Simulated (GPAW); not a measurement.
Records of electronic-structure calculations.

**How the form of the self-energy moves the gap of AlH3 (R-3c)**

It takes space group R-3c (No. 167, trigonal). Conventional cell: a = 4.449 Å, b = 4.449 Å, c = 11.804 Å, α = 90.00°, β = 90.00°, γ = 120.00°. Nearest to Al lie 6 H at 1.72 Å. Nearest to H lie 2 Al at 1.72 Å. Farther neighbours are not listed.

```
method                                  : DFT, LDA, plane waves, PAW (and 1 further level or step)
program                                 : GPAW 26.7.0
settings of one run                     : cutoff 600 eV, GPAW PAW setups 1.2.1 data release, 4×4×4 k-mesh, nbands 90
cost                                    : 4 runs, 2.8 min in all on 4 MPI ranks of Intel Xeon Platinum 8488C (Sapphire Rapids), shared host (the runs of this entry)
notes                                   : The cell and positions come from the Crystallography Open Database and are kept as given unless a step says otherwise. Bands and cutoff are finite, so the gap is not at the basis limit. The miss can reach some tenths of an eV and take either sign; the mesh is an error of its own.
G0W0, Godby-Needs plasmon pole          : 4.037 eV
G0W0, full frequency, Hilbert transform : 4.036 eV
G0W0, multipole                         : 4.030 eV
known limits                            : not at the basis limit
```

G0W0, full frequency, Hilbert transform: no change against G0W0, Godby-Needs plasmon pole. G0W0, multipole: −0.007 eV against G0W0, Godby-Needs plasmon pole.

[Paths, hosts, dates, memory and timing lines, banners, echoed tables and standing remarks are left out of the program output.]

[Logs are printed without paths, hosts, clocks, repeated set-up lines and the standing remarks that a program may print on its own settings, such as how far it seeks lower states.]

[Runs of the session that timed out or met a known fault of the program may be left out.]

[Hosts, paths, dates, database ids (printed as entryN), source tags and the programs' standing remarks are cut or masked in the printed files.]
